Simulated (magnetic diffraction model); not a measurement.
**Solving a magnetic structure from powder neutron data: Tb2Hf5Ge3Pt4**

Space group C2/c (no. 15), a = 14.2340 Å, b = 8.1970 Å, c = 10.5590 Å, β = 117.30°.

| site | atom | x | y | z |
| --- | --- | --- | --- | --- |
| 8f | Pt | 0.8884 | 0.0859 | 0.4250 |
| 8f | Pt | 0.2812 | 0.4166 | 0.5855 |
| 8f | Hf | 0.9399 | 0.4137 | 0.5777 |
| 4e | Hf | 0 | 0.8690 | 3/4 |
| 8f | Hf | 0.8960 | 0.1931 | 0.7639 |
| 8f | Tb | 0.8307 | 0.4043 | 0.2490 |
| 4c | Ge | 1/4 | 3/4 | 1/2 |
| 8f | Ge | 0.9115 | 0.2675 | 0.0015 |

This is a made-up structure (elements placed in a structure type, unrelaxed), so the numbers test the method and describe no known phase.

Only Tb is taken to order (form factors of Tb3+); orders and moment sizes are assumed, and not adapted to the symmetry. Radiation: neutrons of λ = 2.567 Å, 8° to 45°; isotropic B of 0.49 Å² (Pt), 0.48 Å² (Hf), 0.45 Å² (Tb) and 0.49 Å² (Ge). Simulated constant-wavelength pattern: nuclear and magnetic terms add, the magnetic one as |2.695 fm × Σ f S⊥ exp(2πi Q·r) exp(−B s²)|², summed over all Q at one angle with the factor 1/(sin²θ cos θ). For collinear order S is the moment m, which repeats by lattice and centring translations R with the sign exp(−2πi k·R). Free-ion form factors, Sears's scattering lengths of 1992, no absorption; a label names one of the reflections at its angle. The strongest nuclear line in the range is 100, and lines under 0.2 are left out.

Above the ordering temperature:

| 2θ (°) | index | I |
| --- | --- | --- |
| 21.51 | (1 1 0) | 52.8 |
| 23.30 | (1 1 -1) | 0.2 |
| 29.57 | (2 0 -2) | 3.5 |
| 29.83 | (1 1 1) | 2.6 |
| 31.75 | (0 0 2) | 100.0 |
| 33.74 | (1 1 -2) | 11.1 |
| 36.43 | (3 1 -1) | 0.5 |
| 36.50 | (0 2 0) | 8.2 |
| 39.76 | (3 1 -2) | 23.7 |
| 39.97 | (0 2 1) | 20.9 |
| 40.04 | (3 1 0) | 29.9 |
| 42.69 | (2 2 -1) | 21.0 |
| 43.13 | (1 1 2) | 1.8 |
| 43.57 | (4 0 -2) | 31.9 |
| 43.82 | (2 2 0) | 23.8 |

Below it (cell unchanged):

```
2θ (°)       I
 11.65  1837.8
 21.51    52.8
 23.30     0.2
 28.10   138.2
 28.28     2.9
 29.57     3.5
 29.70   346.1
 29.83     2.6
 31.75   100.0
 33.74    11.1
 34.84    85.4
 35.45     0.6
 36.43     0.5
 36.50     8.2
 38.44    40.4
 38.72    79.6
 38.85    72.0
 39.53   221.0
 39.76    23.7
 39.97    20.9
 40.04    29.9
 42.69    21.0
 43.13     1.8
 43.57    31.9
 43.82    23.8
 43.91   183.2
```

**Question.** Find the propagation vector, then choose among these models:
A. collinear moments along [100], 5.5 μB on Tb; signs + at (0.8307, 0.4043, 0.2490), − at (0.1693, 0.5957, 0.7510), + at (0.3307, 0.0957, 0.7490), − at (0.6693, 0.9043, 0.2510)
B. collinear moments along [100], 5.5 μB on Tb; signs + at (0.8307, 0.4043, 0.2490), − at (0.1693, 0.5957, 0.7510), − at (0.3307, 0.0957, 0.7490), + at (0.6693, 0.9043, 0.2510)
C. collinear moments along [001], 5.5 μB on Tb; signs + at (0.8307, 0.4043, 0.2490), − at (0.1693, 0.5957, 0.7510), + at (0.3307, 0.0957, 0.7490), − at (0.6693, 0.9043, 0.2510)
D. collinear moments along [001], 5.5 μB on Tb; signs + at (0.8307, 0.4043, 0.2490), − at (0.1693, 0.5957, 0.7510), − at (0.3307, 0.0957, 0.7490), + at (0.6693, 0.9043, 0.2510)

The new lines index as (1 0 0) at 11.65°, (2 1 -1) at 28.10°, (1 0 -2) at 28.28° and (2 1 0) at 29.70°, that is as H ± k with k = (0 1 0). The indices are whole but break the lattice centring, so the moments reverse under a centring translation, those with k·t a half-integer.

Magnetic intensity, observed (below minus above) and for each model:

| 2θ (°) | index | observed | A | B | C | D |
| --- | --- | --- | --- | --- | --- | --- |
| 11.65 | (1 0 0) | 1837.8 | <0.2 | 386.6 | <0.2 | 1837.8 |
| 18.02 | (0 1 0) | <0.2 | 317.8 | <0.2 | 317.8 | <0.2 |
| 24.00 | (0 1 1) | <0.2 | 749.0 | <0.2 | 493.0 | <0.2 |
| 28.28 | (1 0 -2) | 2.9 | <0.2 | 254.7 | <0.2 | 2.9 |
| 29.70 | (2 1 0) | 346.1 | 31.9 | 174.8 | 63.1 | 346.1 |
| 31.39 | (3 0 -1) | <0.2 | <0.2 | <0.2 | 250.3 | <0.2 |
| 39.53 | (1 2 -1) | 221.0 | 11.2 | 235.8 | 10.4 | 221.0 |
| 43.91 | (1 2 1) | 183.2 | 8.6 | 192.9 | 8.2 | 183.2 |

Model D matches.

The absence at (0 1 0) is telling: the sublattices cancel there.

The structure used: k = (0 1 0), collinear moments along [001], 5.5 μB on Tb; signs + at (0.8307, 0.4043, 0.2490), − at (0.1693, 0.5957, 0.7510), − at (0.3307, 0.0957, 0.7490), + at (0.6693, 0.9043, 0.2510).

[Logs are printed without paths, hosts, clocks, repeated set-up lines and the standing remarks that a program may print on its own settings, such as how far it seeks lower states.]
